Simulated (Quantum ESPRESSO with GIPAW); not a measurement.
## AsC3N3: NMR parameters from first principles

Aim: the magnetic shielding of every site in AsC3N3.

Calculated with Quantum ESPRESSO with GIPAW 8.0dev (patched build); DFT, PBE, plane-wave PAW (pslibrary 1.0.0 recipes), scalar-relativistic, GIPAW; a patched development version of the program.

**1. The structure**

The structure is monoclinic, space group C2 (No. 5). The conventional cell has a = 9.190 Å, b = 6.900 Å, c = 8.920 Å, α = 90.00°, β = 101.20°, γ = 90.00°. As has 3 C at 1.97 to 1.98 Å nearest. Nearest to N lie 1 C at 1.17 Å. Nearest to N lie 1 C at 1.16 Å. Nearest to C lie 1 N at 1.16 Å and 1 As at 1.97 Å. Nearest to C lie 1 N at 1.16 Å and 1 As at 1.98 Å. Farther neighbours and most contacts between anions are not listed.

The cell is an entry of the Crystallography Open Database; it need not be the form that is stable at ambient conditions.

This structure had its atoms relaxed beforehand (DFT, PBE, plane-wave PAW (pslibrary 1.0.0 recipes), Quantum ESPRESSO with GIPAW), starting from the database entry, since shieldings follow bond lengths closely.

**2. The SCF step**

First the ground state. The response equations take the occupied wavefunctions as exact, so conv_thr is set much tighter than for an energy. No empty states are asked for: the response is solved without them. The mesh has a spacing of 0.29 Å⁻¹ at most. The PAW files were made with ld1.x from the pslibrary 1.0.0 recipes, with GIPAW reconstruction switched on.

File scf.in:

```
&control
  calculation = 'scf'
  prefix = 'x'
  outdir = './tmp/'
  pseudo_dir = './'
/
&system
  ibrav = 0
  nat = 14
  ntyp = 3
  ecutwfc = 55
  ecutrho = 340
  nbnd = 42
/
&electrons
  conv_thr = 1.0d-10
  mixing_beta = 0.7
  electron_maxstep = 100
/
ATOMIC_SPECIES
  As 74.922 As.pbe-dn-kjpaw_psl.1.0.0-gipaw.UPF
  N 14.007 N.pbe-n-kjpaw_psl.1.0.0-gipaw.UPF
  C 12.011 C.pbe-n-kjpaw_psl.1.0.0-gipaw.UPF
CELL_PARAMETERS angstrom
  4.59500000 -3.45000000 0.00000000
  4.59500000 3.45000000 0.00000000
  -1.73257000 0.00000000 8.75012000
ATOMIC_POSITIONS crystal
  As 0.70457218 0.70359771 0.73752482
  As 0.29640229 0.29542782 0.26247518
  N 0.47640716 0.15068102 0.55220916
  N 0.84931898 0.52359284 0.44779084
  N 0.23018081 0.77494173 0.75203667
  N 0.22505827 0.76981919 0.24796333
  N 0.59812592 0.02443377 0.04900075
  N 0.97556623 0.40187408 0.95099925
  C 0.64859244 0.91211064 0.93282322
  C 0.08788936 0.35140756 0.06717678
  C 0.03178437 0.76113643 0.75125618
  C 0.23886357 0.96821563 0.24874382
  C 0.56710595 0.99386751 0.62793100
  C 0.00613249 0.43289405 0.37206900
K_POINTS automatic
  4 4 3 0 0 0
```

Run with:

```bash
> mpirun -np 4 pw.x -nk 4 -in scf.in > scf.out
```

Log:

```text
using ibrav=0 with symmetry is DISCOURAGED, use correct ibrav instead

     bravais-lattice index     =            0
     lattice parameter (alat)  =      10.8584  a.u.
     unit-cell volume          =    1872.1697 (a.u.)^3
     number of atoms/cell      =           14
     number of atomic types    =            3
     number of electrons       =        84.00
     number of Kohn-Sham states=           42
     kinetic-energy cutoff     =      55.0000  Ry
     charge density cutoff     =     340.0000  Ry
     scf convergence threshold =      1.0E-10
     mixing beta               =       0.7000
     number of iterations used =            8  plain     mixing
     Exchange-correlation= SLA-PW-PBX-PBC
                           (   1   4   3   4   0   0   0)
[...]
As               15.00    74.92200     As( 1.00)
     N                 5.00    14.00700     N ( 1.00)
     C                 4.00    12.01100     C ( 1.00)

      2 Sym. Ops. (no inversion) found
[...]
number of k points=    17
[...]
Dense  grid:   198179 G-vectors     FFT dimensions: (  64,  64, 100)

     Smooth grid:   103189 G-vectors     FFT dimensions: (  54,  54,  80)

     Check: negative core charge=   -0.000007

     Initial potential from superposition of free atoms

     starting charge      83.9992, renormalised to      84.0000
     Starting wfcs are   66 randomized atomic wfcs

     Self-consistent Calculation

     iteration #  1     ecut=    55.00 Ry     beta= 0.70
     Davidson diagonalization with overlap
     ethr =  1.00E-02,  avg # of iterations =  2.0

     total energy              =    -991.82317504 Ry
     estimated scf accuracy    <       2.54954667 Ry

     iteration #  2     ecut=    55.00 Ry     beta= 0.70
     Davidson diagonalization with overlap
     ethr =  3.04E-03,  avg # of iterations =  3.3

     total energy              =    -992.25610039 Ry
     estimated scf accuracy    <       2.89333315 Ry

     iteration #  3     ecut=    55.00 Ry     beta= 0.70
     Davidson diagonalization with overlap
     ethr =  3.04E-03,  avg # of iterations =  3.0

     total energy              =    -992.79316446 Ry
     estimated scf accuracy    <       0.04805761 Ry

[...]
total energy              =    -992.82697987 Ry
[...]
iteration # 14     ecut=    55.00 Ry     beta= 0.70
     Davidson diagonalization with overlap
     ethr =  1.49E-11,  avg # of iterations =  2.6

     total energy              =    -992.82697987 Ry
     estimated scf accuracy    <          1.1E-09 Ry

     iteration # 15     ecut=    55.00 Ry     beta= 0.70
     Davidson diagonalization with overlap
     ethr =  1.31E-12,  avg # of iterations =  4.0

     End of self-consistent calculation
     [one-electron energies left out]

!    total energy              =    -992.82697988 Ry
     total all-electron energy =    -10157.570929 Ry
     estimated scf accuracy    <          4.5E-11 Ry

     The total energy is the sum of the following terms:
     one-electron contribution =    -601.45493511 Ry
     hartree contribution      =     328.33969169 Ry
     xc contribution           =    -165.24369770 Ry
     ewald contribution        =    -246.54753792 Ry
     one-center paw contrib.   =    -307.92050084 Ry

     convergence has been achieved in  15 iterations
[...]
JOB DONE.
```

Elapsed: 1.7 min, on 4 MPI ranks of Arm Neoverse V2, shared host; peak memory 1.6 GiB; 6.7 min of CPU time.

It converged in 15 cycles to an estimated accuracy of 4e-11 Ry, on 17 irreducible k-points.

**3. Magnetic response**

A uniform field breaks periodicity, so gipaw.x applies it as a wave of small q and takes the limit. It solves for the first-order states, builds the induced current and gets the field at each nucleus by Biot–Savart; the PAW spheres add what the smooth waves miss near the nuclei. pawproj makes the reconstruction use the PAW data sets' own projectors.

File nmr.in:

```
&inputgipaw
  job = 'nmr'
  prefix = 'x'
  tmp_dir = './tmp/'
  restart_mode = 'from_scratch'
  verbosity = 'low'
  q_gipaw = 0.01
  spline_ps = .true.
  conv_threshold = 1.0d-11
  use_nmr_macroscopic_shape = .false.
  pawproj(1) = .true.
  pawproj(2) = .true.
  pawproj(3) = .true.
/
```

Run with:

```bash
> mpirun -np 4 gipaw.x -in nmr.in > nmr.out
```

Log:

```text
[banner, memory and clock lines left out]
[a note of our patched build left out]

     Parallelizing q-star over 1 images

     IMPORTANT: XC functional enforced from input :
     Exchange-correlation= PBE
                           (   1   4   3   4   0   0   0)
     Any further DFT definition will be discarded
     Please, verify this is what you really want

     Check: negative core charge=   -0.000007
[...]
alpha_pv=     69.3336 eV

     spline_ps is .false., expect some extrapolation errors

     q-space interpolation up to    66.00 Rydberg

     GIPAW job: nmr
     NMR macroscopic correction: no
[...]
Computing the magnetic susceptibility     isolve=0    ethr=  0.1000E-10
     Starting from scratch
     k-point #    1 of    17      pool #  1    cpu time:       1.3
[...]
End of magnetic susceptibility calculation

     f-sum rule (1st term):
           -67.2166         -0.0000         -0.0053
             0.0000        -67.2024          0.0000
            -0.0055          0.0000        -67.1958

     f-sum rule (2nd term):
            -0.8117         -0.0000          0.0054
             0.0000         -0.8194         -0.0000
             0.0056         -0.0000         -0.8184

     f-sum rule (should be   -68.0120):
           -68.0283         -0.0000          0.0001
             0.0000        -68.0219          0.0000
             0.0001          0.0000        -68.0142

[... susceptibilities left out ...]
     Contributions to the NMR chemical shifts: -------------------------------

     Macroscopic shape contribution in ppm:                    0.00
             0.0000          0.0000          0.0000
             0.0000          0.0000          0.0000
             0.0000          0.0000          0.0000

     Core contribution in ppm:

     Atom  1  As  pos: (  0.903712 -0.000585  1.123117)  core sigma:        2541.04
     Atom  2  As  pos: (  0.394135 -0.000585  0.399702)  core sigma:        2541.04
     Atom  3  N   pos: (  0.334968 -0.195572  0.840915)  core sigma:         235.78
     Atom  4  N   pos: (  0.962879 -0.195572  0.681904)  core sigma:         235.78
     Atom  5  N   pos: (  0.577024  0.327084  1.145216)  core sigma:         235.78
     Atom  6  N   pos: (  0.720823  0.327084  0.377603)  core sigma:         235.78
     Atom  7  N   pos: (  0.483078 -0.344455  0.074619)  core sigma:         235.78
     Atom  8  N   pos: (  0.814769 -0.344455  1.448200)  core sigma:         235.78
     Atom  9  C   pos: (  0.966803  0.158221  1.420521)  core sigma:         200.51
     Atom 10  C   pos: (  0.331044  0.158221  0.102298)  core sigma:         200.51
     Atom 11  C   pos: (  0.407565  0.437916  1.144027)  core sigma:         200.51
     Atom 12  C   pos: (  0.890282  0.437916  0.378792)  core sigma:         200.51
     Atom 13  C   pos: (  1.058952  0.256235  0.956225)  core sigma:         200.51
     Atom 14  C   pos: (  0.238895  0.256235  0.566594)  core sigma:         200.51

     Bare contribution in ppm:

     Atom  1  As  pos: (  0.903712 -0.000585  1.123117)  bare sigma:          39.86
[...]
Atom  2  As  pos: (  0.394135 -0.000585  0.399702)  bare sigma:          39.86
[...]
Atom  3  N   pos: (  0.334968 -0.195572  0.840915)  bare sigma:         -65.57
[...]
Atom  4  N   pos: (  0.962879 -0.195572  0.681904)  bare sigma:         -65.57
[...]
Atom  5  N   pos: (  0.577024  0.327084  1.145216)  bare sigma:         -63.66
[...]
Atom  6  N   pos: (  0.720823  0.327084  0.377603)  bare sigma:         -63.66
[...]
Atom  7  N   pos: (  0.483078 -0.344455  0.074619)  bare sigma:         -65.19
[...]
Atom  8  N   pos: (  0.814769 -0.344455  1.448200)  bare sigma:         -65.19
[...]
Atom  9  C   pos: (  0.966803  0.158221  1.420521)  bare sigma:         -51.47
[...]
Atom 10  C   pos: (  0.331044  0.158221  0.102298)  bare sigma:         -51.47
[...]
Atom 11  C   pos: (  0.407565  0.437916  1.144027)  bare sigma:         -50.85
[...]
Atom 12  C   pos: (  0.890282  0.437916  0.378792)  bare sigma:         -50.85
[...]
Atom 13  C   pos: (  1.058952  0.256235  0.956225)  bare sigma:         -51.78
[...]
Atom 14  C   pos: (  0.238895  0.256235  0.566594)  bare sigma:         -51.78
[...]
Diamagnetic contribution in ppm:

     Atom  1  As  pos: (  0.903712 -0.000585  1.123117)  dia sigma:         306.58
[...]
Atom  2  As  pos: (  0.394135 -0.000585  0.399702)  dia sigma:         306.58
[...]
Atom  3  N   pos: (  0.334968 -0.195572  0.840915)  dia sigma:           5.58
[...]
Atom  4  N   pos: (  0.962879 -0.195572  0.681904)  dia sigma:           5.58
[...]
Atom  5  N   pos: (  0.577024  0.327084  1.145216)  dia sigma:           5.65
[...]
Atom  6  N   pos: (  0.720823  0.327084  0.377603)  dia sigma:           5.65
[...]
Atom  7  N   pos: (  0.483078 -0.344455  0.074619)  dia sigma:           5.60
[...]
Paramagnetic US occ-occ contribution in ppm:

     Atom  1  As  pos: (  0.903712 -0.000585  1.123117)  para_oo sigma:          -5.70
[...]
Atom  2  As  pos: (  0.394135 -0.000585  0.399702)  para_oo sigma:          -5.70
[...]
Atom  3  N   pos: (  0.334968 -0.195572  0.840915)  para_oo sigma:          -1.68
[...]
Atom  4  N   pos: (  0.962879 -0.195572  0.681904)  para_oo sigma:          -1.68
[...]
Atom  5  N   pos: (  0.577024  0.327084  1.145216)  para_oo sigma:          -1.66
[...]
Atom  6  N   pos: (  0.720823  0.327084  0.377603)  para_oo sigma:          -1.66
[...]
Atom  7  N   pos: (  0.483078 -0.344455  0.074619)  para_oo sigma:          -1.68
[...]
Atom  8  N   pos: (  0.814769 -0.344455  1.448200)  para_oo sigma:          -1.68
[...]
Atom  9  C   pos: (  0.966803  0.158221  1.420521)  para_oo sigma:          -1.12
[...]
Atom 10  C   pos: (  0.331044  0.158221  0.102298)  para_oo sigma:          -1.12
[...]
Atom 11  C   pos: (  0.407565  0.437916  1.144027)  para_oo sigma:          -1.13
[...]
Atom 12  C   pos: (  0.890282  0.437916  0.378792)  para_oo sigma:          -1.13
[...]
Atom 13  C   pos: (  1.058952  0.256235  0.956225)  para_oo sigma:          -1.11
[...]
Atom 14  C   pos: (  0.238895  0.256235  0.566594)  para_oo sigma:          -1.11
[...]
Paramagnetic US L_R Q_R contribution in ppm:

     Atom  1  As  pos: (  0.903712 -0.000585  1.123117)  para_lq sigma:        -919.19
[...]
Atom  2  As  pos: (  0.394135 -0.000585  0.399702)  para_lq sigma:        -919.19
[...]
Atom  3  N   pos: (  0.334968 -0.195572  0.840915)  para_lq sigma:         -54.23
[...]
Atom  4  N   pos: (  0.962879 -0.195572  0.681904)  para_lq sigma:         -54.23
[...]
Atom  5  N   pos: (  0.577024  0.327084  1.145216)  para_lq sigma:         -54.13
[...]
Atom  6  N   pos: (  0.720823  0.327084  0.377603)  para_lq sigma:         -54.13
[...]
Atom  7  N   pos: (  0.483078 -0.344455  0.074619)  para_lq sigma:         -54.16
[...]
Atom  8  N   pos: (  0.814769 -0.344455  1.448200)  para_lq sigma:         -54.16
[...]
Atom  9  C   pos: (  0.966803  0.158221  1.420521)  para_lq sigma:         -20.41
[...]
Atom 10  C   pos: (  0.331044  0.158221  0.102298)  para_lq sigma:         -20.41
[...]
Atom 11  C   pos: (  0.407565  0.437916  1.144027)  para_lq sigma:         -20.38
[...]
Atom 12  C   pos: (  0.890282  0.437916  0.378792)  para_lq sigma:         -20.38
[...]
Atom 13  C   pos: (  1.058952  0.256235  0.956225)  para_lq sigma:         -20.46
[...]
Atom 14  C   pos: (  0.238895  0.256235  0.566594)  para_lq sigma:         -20.46
[...]
Total NMR chemical shifts in ppm: ---------------------------------------
     (adopting the Simpson convention for anisotropy and asymmetry)-----------

     Atom  1  As  pos: (  0.903712 -0.000585  1.123117)  Total sigma:        1642.55
          1700.5666         56.7138         33.4915
            64.0992       1618.9028         13.8200
            29.8326         23.5492       1608.1684

     As      1    anisotropy:    150.20    eta:    0.1174
[...]
Atom  2  As  pos: (  0.394135 -0.000585  0.399702)  Total sigma:        1642.55
[... its tensor is left out ...]
     Atom  3  N   pos: (  0.334968 -0.195572  0.840915)  Total sigma:         -68.07
          -169.5314        150.9126       -113.6766
           145.5704         39.2313       -229.4409
          -103.4096       -217.9003        -73.9079

     N       3    anisotropy:    532.94    eta:    0.0312
[...]
Atom  4  N   pos: (  0.962879 -0.195572  0.681904)  Total sigma:         -68.07
[... its tensor is left out ...]
     Atom  5  N   pos: (  0.577024  0.327084  1.145216)  Total sigma:         -63.09
           132.4876       -240.4599          4.5330
          -235.1552        -82.3011          0.1182
             8.5352         -2.5053       -239.4553

     N       5    anisotropy:    523.78    eta:    0.0180
[...]
Atom  6  N   pos: (  0.720823  0.327084  0.377603)  Total sigma:         -63.09
[... its tensor is left out ...]
     Atom  7  N   pos: (  0.483078 -0.344455  0.074619)  Total sigma:         -66.65
          -235.0262         23.9234         36.3090
            18.5249       -124.9944        213.7259
            25.5027        228.1595        160.0558

     N       7    anisotropy:    524.69    eta:    0.0310
[...]
Atom  8  N   pos: (  0.814769 -0.344455  1.448200)  Total sigma:         -66.65
[... its tensor is left out ...]
     Atom  9  C   pos: (  0.966803  0.158221  1.420521)  Total sigma:          41.39
           -71.4490          4.6730         12.7202
            11.8661          9.6664        150.2145
            24.7541        140.9570        185.9522

     C       9    anisotropy:    341.74    eta:    0.0175
[...]
Atom 10  C   pos: (  0.331044  0.158221  0.102298)  Total sigma:          41.39
[... its tensor is left out ...]
     Atom 11  C   pos: (  0.407565  0.437916  1.144027)  Total sigma:          42.73
           165.4224       -154.5289          3.2848
          -162.6719         33.0096         -2.1897
            -0.7986         -0.0297        -70.2303

     C      11    anisotropy:    342.53    eta:    0.0108
[...]
Atom 12  C   pos: (  0.890282  0.437916  0.378792)  Total sigma:          42.73
[... its tensor is left out ...]
     Atom 13  C   pos: (  1.058952  0.256235  0.956225)  Total sigma:          40.51
           -28.0789         88.2835        -67.6428
            93.7103        108.0211       -138.7407
           -77.7324       -151.1300         41.5843

     C      13    anisotropy:    342.94    eta:    0.0014
[...]
Atom 14  C   pos: (  0.238895  0.256235  0.566594)  Total sigma:          40.51
[... its tensor is left out ...]
```

Elapsed: 25 min, on 4 MPI ranks; peak memory 0.86 GiB.

[end of part 1 of 2]

[Banner, clock, file and message-heading lines were taken out of the pw.x and gipaw.x logs.]

[Logs are printed without paths, hosts, clocks, repeated set-up lines and the standing remarks that a program may print on its own settings, such as how far it seeks lower states.]

[Hosts, paths, dates, database ids (printed as entryN), source tags and the programs' standing remarks are cut or masked in the printed files.]

[Where no reference line passes its bar on scatter, no shift is given, so a measured shift of this compound may stand uncompared.]
